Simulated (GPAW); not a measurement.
**A GW chain in GPAW: Si2WN4 (MoSi2N4-type monolayer)**

Wanted: ground state, empty states, screening and self-energy for Si2WN4 (MoSi2N4-type monolayer).

Calculated with GPAW 26.7.0; LDA and many-body steps on it, plane waves.

### 1. Starting point

The cell holds 7 atoms: 1 W, 4 N and 2 Si. Cell: a = 2.978 Å, b = 2.978 Å, c = 18.000 Å, α = 90.0°, β = 90.0°, γ = 120.0°. Vacuum lies along c.

The start is a generated structure, not a measured one. Spin-orbit coupling is left out unless a step names it.

### 2. Relaxation

This step: GPAW 26.7.0; DFT, LDA, plane waves, PAW.

Gaps follow bond lengths, so the structure is brought to rest first.

The input, run.py:

```python
import json
import numpy as np
from gpaw.mpi import world
from ase import Atoms
from ase.constraints import FixSymmetry
from ase.filters import FrechetCellFilter
from ase.optimize import BFGS
from gpaw import GPAW, PW, FermiDirac

atoms = Atoms(['W', 'N', 'N', 'Si', 'Si', 'N', 'N'],
    cell=[[2.9776314000, 0.0000000000, 0.0000000000],
      [-1.4888157000, 2.5787044355, 0.0000000000],
      [0.0000000000, 0.0000000000, 18.0000000000]],
    scaled_positions=[[0.0000000000, 0.0000000000, 0.5000000000],
      [0.3333333333, 0.6666666667, 0.5809205333],
      [0.3333333333, 0.6666666667, 0.4190794667],
      [0.3333333333, 0.6666666667, 0.6763316444],
      [0.3333333333, 0.6666666667, 0.3236683556],
      [0.6666666667, 0.3333333333, 0.6938998536],
      [0.6666666667, 0.3333333333, 0.3061001464]],
    pbc=(True, True, False))
atoms.set_constraint(FixSymmetry(atoms))
atoms.calc = GPAW(mode=PW(700),
    xc='LDA',
    kpts={'size': (9, 9, 1), 'gamma': True},
    occupations=FermiDirac(0.02),
    convergence={'density': 1e-5},
    txt='relax.txt')
steps = []
opt = BFGS(FrechetCellFilter(atoms, mask=[1, 1, 0, 0, 0, 1]), logfile='bfgs.log')
opt.attach(lambda: steps.append([atoms.get_potential_energy(), atoms.cell[:], atoms.positions.copy(), atoms.get_forces()]))
converged = opt.run(fmax=0.03, steps=50)
res = {'converged': bool(converged), 'steps': steps, 'cell': atoms.cell[:], 'frac': atoms.get_scaled_positions()}

if world.rank == 0:
    with open('result.json', 'w') as f:
        json.dump(res, f, default=lambda x: x.tolist())
```

Launch:

```sh
> mpirun -n 4 gpaw python run.py
```

Numbers of over 12 decimals in the logs are rounded to 6 here.

Log:

```text
Step     Time          Energy          fmax
BFGS:    0       -66.968111        5.465639
BFGS:    1       -67.918714        3.006842
BFGS:    2       -68.749917        1.220555
[...]
BFGS:    9       -69.077947        0.034486
BFGS:   10       -69.077993        0.004207
```

The job ended after 1.9 min (4 MPI ranks of Arm Neoverse V2, shared host; peak memory 1.2 GiB; 7.4 min of CPU time).

Relaxation path:

| step | energy less that of the first step (eV) | largest force (eV/Å) |
| --- | --- | --- |
| 1 | 0.0000 | 5.4656 |
| 2 | -0.9506 | 3.0068 |
| 3 | -1.7818 | 1.1796 |
| 4 | -1.8704 | 0.8918 |
| 5 | -2.0620 | 1.2361 |
| 6 | -2.0995 | 0.5935 |
| 7 | -2.1042 | 0.0526 |
| 8 | -2.1050 | 0.0496 |
| 9 | -2.1085 | 0.0595 |
| 10 | -2.1098 | 0.0345 |
| 11 | -2.1099 | 0.0042 |

The atoms that moved most (Å):

| atom | dx | dy | dz | length |
| --- | --- | --- | --- | --- |
| N2 | 0.000 | 0.000 | -0.223 | 0.223 |
| N3 | 0.000 | 0.000 | 0.223 | 0.223 |
| Si4 | 0.000 | 0.000 | -0.205 | 0.205 |
| Si5 | 0.000 | 0.000 | 0.205 | 0.205 |
| N6 | 0.000 | 0.000 | -0.018 | 0.018 |
| N7 | 0.000 | 0.000 | 0.018 | 0.018 |

### 3. Ground state

The ground-state density comes first.

The input, run.py:

```python
import json
import numpy as np
from gpaw.mpi import world
from ase import Atoms
from gpaw import GPAW, PW, FermiDirac

atoms = Atoms(['W', 'N', 'N', 'Si', 'Si', 'N', 'N'],
    cell=[[2.8719033913, 0.0000000000, 0.0000000000],
      [-1.4359516957, 2.4871412941, 0.0000000000],
      [0.0000000000, 0.0000000000, 18.0000000000]],
    scaled_positions=[[0.0000000000, 0.0000000000, 0.5000000000],
      [0.3333333333, 0.6666666667, 0.5685497001],
      [0.3333333333, 0.6666666667, 0.4314502999],
      [0.3333333333, 0.6666666667, 0.6649630814],
      [0.3333333333, 0.6666666667, 0.3350369186],
      [0.6666666667, 0.3333333333, 0.6928838991],
      [0.6666666667, 0.3333333333, 0.3071161009]],
    pbc=(True, True, False))
calc = GPAW(mode=PW(600),
    xc='LDA',
    kpts={'size': (12, 12, 1), 'gamma': True},
    occupations=FermiDirac(0.001),
    nbands=-9,
    convergence={'density': 1e-6, 'bands': -3},
    maxiter=100,
    txt='gs.txt')
atoms.calc = calc
res = {'energy': atoms.get_potential_energy()}
kpts = calc.get_ibz_k_points()
res['kpts'] = kpts
res['eigenvalues'] = [calc.get_eigenvalues(kpt=k) for k in range(len(kpts))]
res['n_electrons'] = calc.get_number_of_electrons()
calc.write('gs.gpw')

if world.rank == 0:
    with open('result.json', 'w') as f:
        json.dump(res, f, default=lambda x: x.tolist())
```

Launch:

```sh
> mpirun -n 4 gpaw python run.py
```

Log:

```text
__  _  _
 | _ |_)|_||  |
 |__||  | ||/\| - 26.7.0

Input parameters:
  mode=PW(ecut=600.0),
  convergence={'density': 1e-06, 'bands': -3},
  kpts=MonkhorstPack(size=(12, 12, 1), gamma=True),
  maxiter=100,
  nbands=-9,
  occupations=Occupations(name='fermi-dirac', width=0.001, fixmagmom=False),
  xc=XC(name='LDA')
  [... matrices ...]
Diagonalizing LCAO Hamiltonian
Converting LCAO to pw mode

        Si N

        N

       W
        N

        Si
           N

Atoms  # Å, Bohr magnetons
|   | symbol |         x |        y |         z |    initial magnetic moments |
| 0 |      W |  0.000000 | 0.000000 |  9.000000 | ( 0.0000,  0.0000,  0.0000) |
| 1 |      N | -0.000000 | 1.658094 | 10.233895 | ( 0.0000,  0.0000,  0.0000) |
| 2 |      N | -0.000000 | 1.658094 |  7.766105 | ( 0.0000,  0.0000,  0.0000) |
| 3 |     Si | -0.000000 | 1.658094 | 11.969335 | ( 0.0000,  0.0000,  0.0000) |
| 4 |     Si | -0.000000 | 1.658094 |  6.030665 | ( 0.0000,  0.0000,  0.0000) |
| 5 |      N |  1.435952 | 0.829047 | 12.471910 | ( 0.0000,  0.0000,  0.0000) |
| 6 |      N |  1.435952 | 0.829047 |  5.528090 | ( 0.0000,  0.0000,  0.0000) |

Unit cell  # Å
| periodic |         x |        y |         z |   lengths |     angles |
|      yes |  2.871903 | 0.000000 |  0.000000 |  2.871903 |  90.000000 |
|      yes | -1.435952 | 2.487141 |  0.000000 |  2.871903 |  90.000000 |
|       no |  0.000000 | 0.000000 | 18.000000 | 18.000000 | 120.000000 |

Number of symmetries: 12
Symmetry operations  # r_c * U_cc + t_c -> r_c
|    | kind |            matrix            |
|  0 |  σ   |  1, 1, 0,  0,-1, 0,  0, 0, 1 |
|  1 |  C2  |  1, 1, 0,  0,-1, 0,  0, 0,-1 |
|  2 |  E   |  1, 0, 0,  0, 1, 0,  0, 0, 1 |
|  3 |  σ   |  1, 0, 0,  0, 1, 0,  0, 0,-1 |
|  4 |  C3  |  0, 1, 0, -1,-1, 0,  0, 0, 1 |
|  5 |  S3  |  0, 1, 0, -1,-1, 0,  0, 0,-1 |
|  6 |  σ   |  0,-1, 0, -1, 0, 0,  0, 0, 1 |
|  7 |  C2  |  0,-1, 0, -1, 0, 0,  0, 0,-1 |
|  8 |  σ   | -1, 0, 0,  1, 1, 0,  0, 0, 1 |
|  9 |  C2  | -1, 0, 0,  1, 1, 0,  0, 0,-1 |
| 10 |  C3  | -1,-1, 0,  1, 0, 0,  0, 0, 1 |
| 11 |  S3  | -1,-1, 0,  1, 0, 0,  0, 0,-1 |

BZ-sampling:
  Number of BZ points: 144
  Number of IBZ points: 19

  Monkhorst-Pack size: [12, 12, 1]
  Monkhorst-Pack shift: [0.041667, 0.041667, 0.0]

K-points  # in reciprocal-cell coordinates
|     |                                coordinates |     weight |
|   0 | ( -0.00000000,  -0.00000000,   0.00000000) | 0.00694444 |
|   1 | (  0.08333333,  -0.00000000,   0.00000000) | 0.04166667 |
|   2 | (  0.16666667,  -0.08333333,   0.00000000) | 0.04166667 |
|   3 | (  0.16666667,  -0.00000000,   0.00000000) | 0.04166667 |
|   4 | (  0.25000000,  -0.08333333,   0.00000000) | 0.08333333 |
|   5 | (  0.25000000,  -0.00000000,   0.00000000) | 0.04166667 |
|   6 | (  0.33333333,  -0.16666667,   0.00000000) | 0.04166667 |
|   7 | (  0.33333333,  -0.08333333,   0.00000000) | 0.08333333 |
|   8 | (  0.33333333,  -0.00000000,   0.00000000) | 0.04166667 |
|   9 | (  0.33333333,   0.33333333,   0.00000000) | 0.01388889 |
| ... |                                            |            |
|  18 | (  0.50000000,   0.50000000,   0.00000000) | 0.02083333 |

Plane wave coefficients: 4324
Cutoff: 600.0 eV

Spin-components: 1 (collinear spins)
Bands:           30
Projectors:      36
Spin-degeneracy: 2
Datatype:        complex128

  Storage: CPU
  Wave functions: 38_842_080 bytes (9_710_520 per core)
  Projectors: 41_431_552 bytes (10_357_888 per core)
  [... matrices ...]
Parallelization:
  kpt:    4
  domain: 1
  band:   1

Density:
  Valence electrons: 42.0
  Components: 1
  Grid points: [ 18  18 105]
  Charge: 0.0  # |e|

Potential:
  Grid points: [ 18  18 105]

species:
  W:
    name:    Tungsten
    Z:       74.0
    valence: 14
    core:    60
    charge:  0.0  # [|e|]
    compensation charges:
      type: gauss
      rc: 0.40  # [Å]
      lmax: 2
    cutoffs:
      filter: 2.36  # [Å]
      core: 3.02  # [Å]
    projectors
    | kind |    occ | energy [eV] | rcut [Å] |
    |   5s |  2.000 |     -79.053 |    1.344 |
    |   6s |  2.000 |      -5.886 |    1.344 |
    |   5p |  6.000 |     -43.417 |    1.355 |
    |   6p |  0.000 |      -1.469 |    1.355 |
    |   5d |  4.000 |      -4.693 |    1.228 |
    |    d |        |      22.518 |    1.228 |

    Using partial waves for W as LCAO basis

  N:
    name:    Nitrogen
    Z:       7.0
    valence: 5
    core:    2
    charge:  0.0  # [|e|]
    compensation charges:
      type: gauss
      rc: 0.18  # [Å]
      lmax: 2
    cutoffs:
      filter: 1.11  # [Å]
      core: 0.96  # [Å]
    projectors
    | kind |    occ | energy [eV] | rcut [Å] |
    |   2s |  2.000 |     -18.420 |    0.603 |
    |   2p |  3.000 |      -7.237 |    0.529 |
    |    s |        |       8.791 |    0.603 |
    |    p |        |      19.974 |    0.529 |
    |    d |        |       0.000 |    0.577 |

    Using partial waves for N as LCAO basis

  Si:
    name:    Silicon
    Z:       14.0
    valence: 4
    core:    10
    charge:  0.0  # [|e|]
    compensation charges:
      type: gauss
      rc: 0.33  # [Å]
      lmax: 2
    cutoffs:
      filter: 1.86  # [Å]
      core: 2.06  # [Å]
    projectors
    | kind |    occ | energy [eV] | rcut [Å] |
    |   3s |  2.000 |     -10.878 |    1.058 |
    |   3p |  2.000 |      -4.162 |    1.058 |
    |    s |        |      16.334 |    1.058 |
    |    p |        |      23.049 |    1.058 |
    |    d |        |       0.000 |    1.058 |

    Using partial waves for Si as LCAO basis

Reference energy: -460117.030354  # eV

eigensolver:
  PPCG
  Converge bands: -3
  niter=2

density mixing:
  MSR1-Mixer
  Pratt-step length: 0.05
  Maximum mixing coefficient: 0.75
  Old densities: 10
  SVD Regularization: 0.005
  Good broyden scale: 1.0
  Trust region scale: 1.0
  Backstep threshold: 4.0
  History deletion threshold: 6.0
  Fourier metric: weight=20.0, sigma=0.015

occupation numbers:
  Fermi-Dirac:
    width: 0.0010  # eV

poisson solver:
  ecut: 4800.0  # eV

xc functional:
  name: None

Initialization done in: 1.526 s

convergence criteria:
- Maximum integral of absolute [dens]ity change: 1e-06 electrons / valence electron
- Maximum [total energy] change in last 3 cyles: 0.0005 eV / valence electron
- Maximum integral of absolute [eigenst]ate change: 4e-08 eV^2 / valence electron
maximum number of iterations: 100

SCF iterations
|iter     |     time |      energy | eigst |  dens |
|iter:   1|  |  -75.654396 | +0.67 |       |
|iter:   2|  |  -73.770926 | -0.84 | -0.71 |
|iter:   3|  |  -68.561065 | -0.27 | -0.77 |
|iter:   4|  |  -68.529668 | -1.77 | -1.44 |
|iter:   5|  |  -68.527566 | -2.07 | -1.74 |
|iter:   6|  |  -68.522093c| -2.60 | -2.15 |
|iter:   7|  |  -68.522251c| -3.53 | -2.93 |
|iter:   8|  |  -68.522134c| -4.17 | -3.13 |
|iter:   9|  |  -68.522132c| -5.12 | -3.65 |
|iter:  10|  |  -68.522133c| -5.71 | -4.32 |
|iter:  11|  |  -68.522133c| -6.24 | -4.81 |
|iter:  12|  |  -68.522133c| -6.66 | -5.54 |
|iter:  13|  |  -68.522133c| -7.10 | -6.35c|
|iter:  14|  |  -68.522133c| -7.46c| -6.88c|

Converged in 14 steps
SCF loop duration: 15.684 s (1.120 s/step)
Energy contributions relative to reference atoms: (reference = -460117.030354)
  [... matrices ...]
Energy contributions:
  Kinetic:          65.850358
  Coulomb:         -60.527966
  Zero:             -0.211552
  External:          0.000000
  Xc:              -73.632973
  Entropy:          -0.000000
  Spinorbit:         0.000000
  ----------------------------
  Free energy:     -68.522133
  Extrapolated:    -68.522133

dipole moment: (-10.132719, -6.544196, -0.000001)  # |e|*Ang

Fermi level: 3.672
Eigenvalues  # (at kpt = [-0.000, -0.000, 0.000])
| band index |      eig [eV] | occ [0-2] |
|          0 |       -71.109 |     2.000 |
|        ... |               |           |
|         13 |        -1.131 |     2.000 |
|         14 |        -1.131 |     2.000 |
|         15 |        -1.021 |     2.000 |
|         16 |        -1.020 |     2.000 |
|         17 |         0.088 |     2.000 |
|         18 |         0.088 |     2.000 |
|         19 |         0.270 |     2.000 |
|         20 |         3.032 |     2.000 |
|         21 |         6.022 |     0.000 |
[...]
|         25 |         6.959 |     0.000 |
|         26 |         7.214 |     0.000 |
|         27 |         8.008 |     0.000 |
|         28 |         8.161 |     0.000 |
|         29 |         8.542 |     0.000 |

Gap: 2.071 eV
Transition (v -> c):
  (s=0, k=0, n=20, [-0.00, -0.00, 0.00]) -> (s=0, k=9, n=21, [0.33, 0.33, 0.00])
Direct/indirect transitions are different
Direct gap: 2.456 eV
Transition at: (s=0, k=9, n=20, [0.33, 0.33, 0.00])
vacuum-level: 8.382  # V
# Writing to gs.gpw (mode='')
  [... matrices ...]
```

Run time: 19 s. Hardware: 4 MPI ranks; peak memory 0.88 GiB.

This step gave:

```yaml
total_energy: -68.5221 eV
gap: 2.071 eV
k_of_the_valence_top: 0, 0, 0
k_of_the_conduction_bottom: 0.3333, 0.3333, 0
least_direct_gap: 2.456 eV
```

The gap is indirect, with the least direct gap 0.38 eV higher.

### 4. Empty states on the mesh, 9×9×1 mesh, 218 bands

The sums over transitions need many empty states on a uniform mesh; this step solves for them.

The input, run.py:

```python
import json
import numpy as np
from gpaw.mpi import world
from gpaw import GPAW

calc = GPAW('gs.gpw').fixed_density(kpts={'size': (9, 9, 1), 'gamma': True},
    nbands=254,
    convergence={'bands': 218},
    txt='nscf.txt')
calc.write('full.gpw', mode='all')
res = {}
kpts = calc.get_ibz_k_points()
res['kpts'] = kpts
res['eigenvalues'] = [calc.get_eigenvalues(kpt=k) for k in range(len(kpts))]
res['n_electrons'] = calc.get_number_of_electrons()

if world.rank == 0:
    with open('result.json', 'w') as f:
        json.dump(res, f, default=lambda x: x.tolist())
```

Launch:

```sh
> mpirun -n 4 gpaw python run.py
```

Log:

```text
Diagonalizing LCAO Hamiltonian
Converting LCAO to pw mode
convergence criteria:
- Maximum integral of absolute [eigenst]ate change: 4e-08 eV^2 / valence electron
maximum number of iterations: 100

SCF iterations
|iter     |     time |      energy | eigst |  dens |
|iter:   1|  |             | +4.31 |       |
|iter:   2|  |             | +3.12 |       |
|iter:   3|  |             | +2.02 |       |
[...]
|iter:  15|  |             | -6.70 |       |
|iter:  16|  |             | -7.22 |       |
|iter:  17|  |             | -7.69c|       |
SCF steps: 17
  __  _  _
 | _ |_)|_||  |
 |__||  | ||/\| - 26.7.0

Input parameters:
  mode=PW(ecut=600.0),
  convergence={'bands': 218},
  gpts=array([ 18,  18, 105]),
  kpts=MonkhorstPack(size=(9, 9, 1), gamma=True),
  maxiter=100,
  nbands=254,
  occupations=Occupations(name='fermi-dirac', width=0.001, fixmagmom=False),
  parallel={},
  xc=XC(name='LDA')
# Writing to full.gpw (mode='all')
  [... matrices ...]

timing:  # [seconds]
  Total: 0.074  # ━━━━━━━━━━━━━━━━━━━━━━━━━━━━━━━━━━━━━━━━━━━━━━━━━━━━━━━━━━━
```

Wall time 2.2 min (4 MPI ranks); peak memory 1.3 GiB; 8.7 min of CPU time.

This step gave:

* gap: 2.071 eV
* k of the valence top: 0, 0, 0
* k of the conduction bottom: 0.3333, 0.3333, 0
* least direct gap: 2.456 eV
* k points computed: 12
* lowest point of the top converged band, above the valence top: 69.6722 eV

On this mesh the gap is 2.071 eV.

(Continued in part 2 of 2.)

[Paths, hosts, dates, memory and timing lines, banners, echoed tables and standing remarks are left out of the program output.]

[Logs are printed without paths, hosts, clocks, repeated set-up lines and the standing remarks that a program may print on its own settings, such as how far it seeks lower states.]

[Runs of the session that timed out or met a known fault of the program may be left out.]

[Hosts, paths, dates, database ids (printed as entryN), source tags and the programs' standing remarks are cut or masked in the printed files.]
